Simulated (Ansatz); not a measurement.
# What TiZnSe3 (model cell, started as cubic perovskite with Ti in the octahedra) distorts into

Wanted: the energy along a soft mode of TiZnSe3 (model cell, started as cubic perovskite with Ti in the octahedra) and the structure at the end.

Program: Ansatz 0.2.0. Level of theory: DFT PBE, scalar-relativistic, plane waves, PAW; PAW set soft_1. Results are calculated unless marked as measured.

Most raw output is cut from this account.

The structure was built from a prototype and need not be the compound's stable phase.

## (1) Set-up

The structure is cubic, space group Pm-3m (No. 221). Conventional cell: a = 4.956 Å, b = 4.956 Å, c = 4.956 Å, α = 90.00°, β = 90.00°, γ = 90.00°. Zn has 12 Se at 3.50 Å nearest. Nearest to Ti lie 6 Se at 2.48 Å. Nearest to Se lie 2 Ti at 2.48 Å. Farther neighbours and most contacts between anions are not listed.

## (2) Phonons on a q mesh

The cell comes from relaxations at this level that are not shown. Stability and thermal properties need the whole zone. Linear response on a 2×2×2 q mesh gives force constants as far as a supercell of that size would.

Contents of input.yaml:

```yaml
crystal:
  lattice:
    - [4.9563954824, 0.0, 0.0]
    - [0.0, 4.9563954824, 0.0]
    - [0.0, 0.0, 4.9563954824]
  atoms:
    - { symbol: Zn, position: [0.0, 0.0, 0.0] }
    - { symbol: Ti, position: [0.5, 0.5, 0.5] }
    - { symbol: Se, position: [0.5, 0.5, 0.0] }
    - { symbol: Se, position: [0.5, 0.0, 0.5] }
    - { symbol: Se, position: [0.0, 0.5, 0.5] }
kpoints:
  mp_grid: { grid: [8, 8, 8] }
hamiltonian:
  xc: pbe
  pseudopotentials: { kind: paw, azcp: { folder: soft_1 } }
scf:
  occupations: { method: methfessel_paxton, width: 0.2 }
output:
  eigenvalues: true
phonons:
  method: dfpt
  qmesh: [2, 2, 2]
  temperatures: { t_max: 1000, t_step: 50 }
  qpath:
    path:
      - [[0.0, 0.0, 0.0], [0.0, 0.5, 0.0], [0.5, 0.5, 0.0], [0.0, 0.0, 0.0], [0.5, 0.5, 0.5], [0.0, 0.5, 0.0]]
      - [[0.5, 0.5, 0.5], [0.5, 0.5, 0.0]]
    npoints: 10
```

Launch:

```bash
> ansatz run input.yaml --threads 4 --pin off --max-ram 16384MiB --backend cpu --events-out ev --progress --plain --runs-dir out
```

It took 8.1 min on 4 threads of Arm Neoverse V1, shared host; peak memory 1.9 GiB.

This step gave:

- volume per atom: 24.35 Å³
- gap on the k-mesh: 0 eV
- sum-rule residual before enforcement: 2.33e-5 eV/Å²
- lowest frequency on the path: -143.8 cm⁻¹
- point group: m-3m
- highest frequency on the path or at a solved wavevector: 251.7 cm⁻¹
- highest optical mode at the zone centre (no LO-TO term): 194.6 cm⁻¹
- lowest optical zone-centre mode: -143.8 cm⁻¹
- lowest mode on the q mesh (acoustic modes at Γ apart): -143.8 cm⁻¹

Frequencies (cm⁻¹) solved at each irreducible wavevector; negative means imaginary. Frequencies by wavevector, by row:

```
q in reciprocal lattice units  star  mode 1  mode 2  mode 3  mode 4  mode 13  mode 14  mode 15
                        0 0 0     1  -143.8  -143.8  -143.8   -76.8    194.6    194.6    194.6
                     0 0 -0.5     3  -105.4  -105.4   -84.9     -65    204.4    205.1    213.7
                  0 -0.5 -0.5     3    -108   -80.5   -80.5   -67.5    196.2    222.2    232.1
               -0.5 -0.5 -0.5     1  -113.6  -113.6  -113.6   -60.9    198.4    198.4    251.7
```

Interpolated from a 2×2×2 q mesh. Phonon branches along the path, in cm⁻¹:

```csv
point,branch 1,branch 2,branch 3,branch 4,branch 12,branch 13,branch 14,branch 15
Γ,-144,-144,-144,-77,0,195,195,195
halfway,-124,-124,-81,-78,124,199,199,202
X,-105,-105,-85,-65,204,204,205,214
halfway,-96,-80,-77,-76,196,205,213,223
M,-108,-80,-80,-68,196,196,222,232
halfway,-100,-91,-84,-70,125,198,205,215
Γ,-144,-144,-144,-77,0,195,195,195
halfway,-91,-87,-87,-67,128,205,205,228
R,-114,-114,-114,-61,186,198,198,252
halfway,-99,-90,-86,-72,198,200,212,237
X,-105,-105,-85,-65,204,204,205,214
jump to R,-114,-114,-114,-61,186,198,198,252
halfway,-111,-96,-96,-68,191,193,215,245
M,-108,-80,-80,-68,196,196,222,232
```

Symmetry leaves 4 wavevectors to solve. The lowest mode among them, the acoustic zeros apart, lies at Γ and is imaginary, 143.8i cm⁻¹, so the energy falls along it.

## (3) The mode frozen in, largest atomic shift 0 Å

The mode followed lies at Γ with frequency 143.8i cm⁻¹ and is 3-fold degenerate, the softest among the wavevectors solved. At small amplitude the distorted cell has space group no. 160 by a symmetry search on the positions. The undistorted cell that holds it gives the zero of energy on the same k mesh.

input.yaml, the sections that differ from step 2:

```yaml
output:
  forces: true
  stress: true
  eigenvalues: true
# crystal, kpoints, hamiltonian, scf: as in step 2
# phonons: removed
```

The job ended after 5.7 s (4 threads; peak memory 0.54 GiB; 19 s of CPU time).

Numbers from this step:

| Item | Value |
| --- | --- |
| pressure | -0.004307 GPa |
| energy from the undistorted cell | 0 meV/atom |

The run ends at a pressure of 0.00 GPa.

## (4) The mode frozen in, largest atomic shift 0.22 Å

The atoms are moved along the unstable eigenvector, the largest shift by 0.22 Å, with the cell fixed.

input.yaml, the sections that differ from step 3:

```yaml
crystal:
  lattice:
    - [4.9563954824, 0.0, 0.0]
    - [0.0, 4.9563954824, 0.0]
    - [0.0, 0.0, 4.9563954824]
  atoms:
    - { symbol: Zn, position: [-0.0061355141, 0.0061355141, 0.0061355141] }
    - { symbol: Ti, position: [0.4743730984, 0.5256269016, 0.5256269016] }
    - { symbol: Se, position: [0.5103886166, 0.4896113834, 0.0001643143] }
    - { symbol: Se, position: [0.5103886166, 0.0001643143, 0.4896113834] }
    - { symbol: Se, position: [-0.0001643143, 0.4896113834, 0.4896113834] }
# kpoints, hamiltonian, scf, output: as in step 3
```

Elapsed: 12 s, on 4 threads; peak memory 0.58 GiB; 47 s of CPU time.

Numbers from this step:

| Property | Result |
| --- | --- |
| pressure | 0.4941 GPa |
| energy from the undistorted cell | -10.18 meV/atom |

The energy, extrapolated to zero smearing, is -10.18 meV/atom against the undistorted cell.

The run ends at a pressure of 0.49 GPa, with forces up to 0.44 eV/Å.

## (5) Energy along the mode, all amplitudes (two of the runs are shown above)

An imaginary frequency means negative curvature, so the energy should fall and then rise again as anharmonic terms take over.

This step gave:

```yaml
depth_at_the_lowest_point_sampled: 10.18 meV/atom
largest_atomic_shift_at_that_point: 0.22 Å
```

The energy from the parent by largest atomic shift:

```
largest atomic shift (Å)  energy from the parent (meV/atom)
                   0.000                                  0
                   0.040                             -0.881
                   0.080                              -2.92
                   0.140                              -6.65
                   0.220                              -10.2
                   0.320                              -6.07
                   0.450                               22.7
```

Displacement at unit largest shift by atom:

```
atom   x (Å)   y (Å)   z (Å)   size
 Zn1  -0.138   0.138   0.138  0.239
 Ti2  -0.577   0.577   0.577  0.999
 Se3   0.234  -0.234   0.004  0.331
 Se4   0.234   0.004  -0.234  0.331
 Se5  -0.004  -0.234  -0.234  0.331
```

The lowest of the steps tried is at 0.22 Å, 10.2 meV/atom below the parent; the bottom of the well need not coincide with a step.

## (6) Relaxation from the frozen mode

Starting from the lowest point found, all atoms and the cell are let go, so that strain and other modes of the same symmetry can join in.

Changes to input.yaml since step 4:

```diff
@@ -22 +22,6 @@
   eigenvalues: true
+relax:
+  adjacent_minimum: "off"
+  f_tol: 0.002
+  max_steps: 120
+  cell: { stress_tol: 0.03 }
```

It took 3.1 min on 4 threads; peak memory 0.68 GiB; 12 min of CPU time.

Relaxation path:

```csv
step,energy less that of the first step (eV),largest force component (eV/Å),pressure (GPa),volume (Å³)
1,0.0000,0.3551,0.49,121.76
2,-0.0493,0.1759,0.04,121.01
3,-0.1559,0.3166,0.10,120.97
4,-0.3151,0.4008,0.46,121.52
5,-0.5108,0.4480,1.14,122.65
6,-0.6915,0.3122,1.94,124.63
7,-0.8872,0.1832,1.35,130.69
8,-1.0118,0.0776,0.68,137.42
9,-1.0450,0.0760,-0.42,143.68
10,-1.0452,0.0964,0.22,142.54
11,-1.0470,0.0076,-0.16,142.97
12,-1.0473,0.0182,0.05,142.10
13,-1.0474,0.0002,0.00,142.33
14*,-1.0508,0.0005,0.01,142.33
```

Relaxation steps marked * repeat the geometry before them on a plane-wave basis chosen anew for their cell, so energy and pressure can jump there. Relaxation step 10 was tried and not accepted.

The run keeps the 6 symmetry operations that it works with, so distortions that break them were not tested.

| conventional cell, symmetrised | before | after | change |
| --- | --- | --- | --- |
| a (Å) | 7.009 | 7.255 | +3.5 % |
| b (Å) | 7.009 | 7.255 | +3.5 % |
| c (Å) | 8.585 | 9.367 | +9.1 % |
| volume (Å³/atom) | 24.35 | 28.47 | +16.9 % |

The atoms that moved most (Å, as changes of fractional coordinates times the final cell):

```csv
atom,dx,dy,dz,length
Zn1,-0.811,0.811,0.811,1.405
Se4,0.200,-0.237,-0.200,0.370
Se3,0.200,-0.200,-0.237,0.370
Se5,0.237,-0.200,-0.200,0.370
Ti2,0.172,-0.172,-0.172,0.299
```

The relaxed structure:

```xyz
5
Lattice="5.2228 -0.0925 -0.0925 -0.0925 5.2228 0.0925 -0.0925 0.0925 5.2228" Properties=species:S:1:pos:R:3 pbc="T T T"
Zn   -0.8441    0.8441    0.8441
Ti    2.5528    2.5775    2.5775
Se    2.8208    2.3094   -0.2385
Se    2.8208   -0.2385    2.3094
Se    0.1460    2.4020    2.4020
```

Numbers from this step:

* pressure: 0.008082 GPa
* volume per atom: 28.47 Å³

The distorted start has space group R3m; the relaxation ends in R3m.

## (7) The new phase in its own primitive cell

The relaxed structure is symmetrised, reduced to its primitive cell and relaxed tightly, as its phonons need.

input.yaml, the sections that differ from step 6:

```yaml
crystal:
  lattice:
    - [3.6276554116, 2.0944278284, 3.1222361274]
    - [-3.6276554116, 2.0944278284, 3.1222361274]
    - [0.0, -4.1888556568, 3.1222361274]
  atoms:
    - { symbol: Zn, position: [0.8439055514, 0.8439055514, 0.8439055514] }
    - { symbol: Ti, position: [0.5062676604, 0.5062676604, 0.5062676604] }
    - { symbol: Se, position: [0.5473401289, 0.0439970336, 0.5473401289] }
    - { symbol: Se, position: [0.0439970336, 0.5473401289, 0.5473401289] }
    - { symbol: Se, position: [0.5473401289, 0.5473401289, 0.0439970336] }
kpoints:
  mp_grid: { grid: [9, 9, 9] }
relax:
  adjacent_minimum: "off"
  f_tol: 0.001
  max_steps: 60
  cell: { stress_tol: 0.01 }
# hamiltonian, scf, output: as in step 6
```

Run time: 74 s. Hardware: 4 threads; peak memory 0.74 GiB.

Little changed from the start: no atom moved by 0.005 Å and no cell edge by 0.1 %.

Numbers from this step:

```
pressure        : -2.18e-4 GPa
volume per atom : 28.48 Å³
```

The largest force component left is 0.48 meV/Å and the pressure is 0.000 GPa, within the tolerances set. The cell now holds 28.48 Å³/atom.

## (8) Modes of the new phase, k-mesh 9×9×9

A relaxed structure may still be a saddle point, so its zone-centre modes are computed. No field response is asked, since the mesh shows no gap.

input.yaml, the sections that differ from step 7:

```yaml
crystal:
  lattice:
    - [3.6272338301, 2.0941844282, 3.1246735327]
    - [-3.6272338301, 2.0941844282, 3.1246735327]
    - [0.0, -4.1883688564, 3.1246735327]
  atoms:
    - { symbol: Zn, position: [0.8438283642, 0.8438283642, 0.8438283642] }
    - { symbol: Ti, position: [0.5062782499, 0.5062782499, 0.5062782499] }
    - { symbol: Se, position: [0.5473402815, 0.0440633262, 0.5473402815] }
    - { symbol: Se, position: [0.0440633262, 0.5473402815, 0.5473402815] }
    - { symbol: Se, position: [0.5473402815, 0.5473402815, 0.0440633262] }
output:
  eigenvalues: true
phonons:
  method: dfpt
# kpoints, hamiltonian, scf: as in step 7
# relax: removed
```

It took 10 min on 4 threads; peak memory 6.8 GiB.

This step gave:

```yaml
sum_rule_residual_before_enforcement: 6.86e-5 eV/Å²
point_group: 3m
highest_optical_mode_at_the_zone_centre_no_lo_to_term: 262.0 cm⁻¹
lowest_optical_zone_centre_mode: -47.43 cm⁻¹
```

Patterns of degenerate modes are one choice out of their space. Modes at Γ, with each element's share of the kinetic energy (negative means imaginary):

| mode | frequency (cm⁻¹) | symmetry | Zn % | Ti % | Se % |
| --- | --- | --- | --- | --- | --- |
| 1 | -47.4 | E | 9 | 30 | 61 |
| 2 | -47.4 | E | 9 | 30 | 61 |
| 3 | -41.1 | A2 | 0 | 0 | 100 |
| 4 | 0.0 | acoustic | 19 | 14 | 68 |
| 5 | 0.0 | acoustic | 19 | 14 | 68 |
| 6 | 0.0 | acoustic | 19 | 14 | 68 |
| 7 | 51.0 | E | 16 | 24 | 60 |
| 8 | 51.0 | E | 16 | 24 | 60 |
| 9 | 102.8 | A1 | 42 | 25 | 33 |
| 10 | 169.2 | E | 15 | 9 | 76 |
| 11 | 169.2 | E | 15 | 9 | 76 |
| 12 | 186.5 | A1 | 35 | 24 | 41 |
| 13 | 190.7 | E | 41 | 23 | 35 |
| 14 | 190.7 | E | 41 | 23 | 35 |
| 15 | 262.0 | A1 | 4 | 37 | 59 |

Displacements in mode 2 (-47.4 cm⁻¹), the largest set to 1:
```
Zn1 -0.03  0.46  0.00
Ti2  0.07 -1.00  0.00
Se3 -0.20 -0.02 -0.47
Se4  0.17 -0.04 -0.37
Se5  0.01  0.29  0.84
```

Displacements in mode 12 (186.5 cm⁻¹), the largest set to 1:
```
Zn1  0.00  0.00  1.00
Ti2  0.00  0.00  0.96
Se3 -0.27  0.16 -0.47
Se4  0.27  0.16 -0.47
Se5  0.00 -0.31 -0.47
```

Before it was imposed, the acoustic sum rule was missed by 6.9e-5 eV/Å². Small misses are needed for a sound result but don't prove that mesh and cutoff are converged. The lowest optical mode is imaginary, 47.4i cm⁻¹, so the energy falls along it.

## (9) What came out

| Property | Result |
| --- | --- |
| unstable mode of the parent | q = (0, 0, 0), 144i cm⁻¹ |
| depth at the lowest point sampled | 10.2 meV/atom |
| largest atomic shift at that point | 0.22 Å |
| space group reached (within 0.01 Å) | R3m |
| energy gained over the parent (first relaxation, on the mesh of the frozen mode) | 220 meV/atom |
| volume per atom, phase reached | 28.5 Å³ |
| lowest optical zone-centre mode, phase reached | -47.4 cm⁻¹ |
| highest optical mode at the zone centre (no LO-TO term), phase reached | 262 cm⁻¹ |

In words: From this start the structure relaxes into R3m, 220 meV/atom below the parent. At the parent's cell the well is 10.18 meV/atom deep on the steps tried, with its lowest point at a shift of 0.22 Å. Relaxing atoms and cell changes the gain by +210.01 meV/atom against the lowest step (energies at zero smearing). Most of the total comes from this relaxation. The frozen pattern makes up only 11 % of the final shifts of the atoms, so other modes or strain give most of the change. The new phase still has an imaginary mode at the zone centre of its cell, so it is a saddle point on the way to a lower structure. Of the 5 patterns followed to their end from this parent, this one ends 294 meV/atom above the lowest, R-3c. Each path keeps the symmetry of its pattern, so a lower phase may lie along a pattern not tried. With no gap, or one that is small against the smearing, the frequencies hang on the k mesh and the smearing, most of all near Kohn anomalies. A semilocal functional can close a gap that the real compound would have, so the metallic treatment may be an artefact of the level. The starting cell was built on a prototype and not taken from a measurement, so the phase need not exist.

[Logs are printed without paths, hosts, clocks, repeated set-up lines and the standing remarks that a program may print on its own settings, such as how far it seeks lower states.]

[Hosts, paths, dates, database ids (printed as entryN), source tags and the programs' standing remarks are cut or masked in the printed files.]
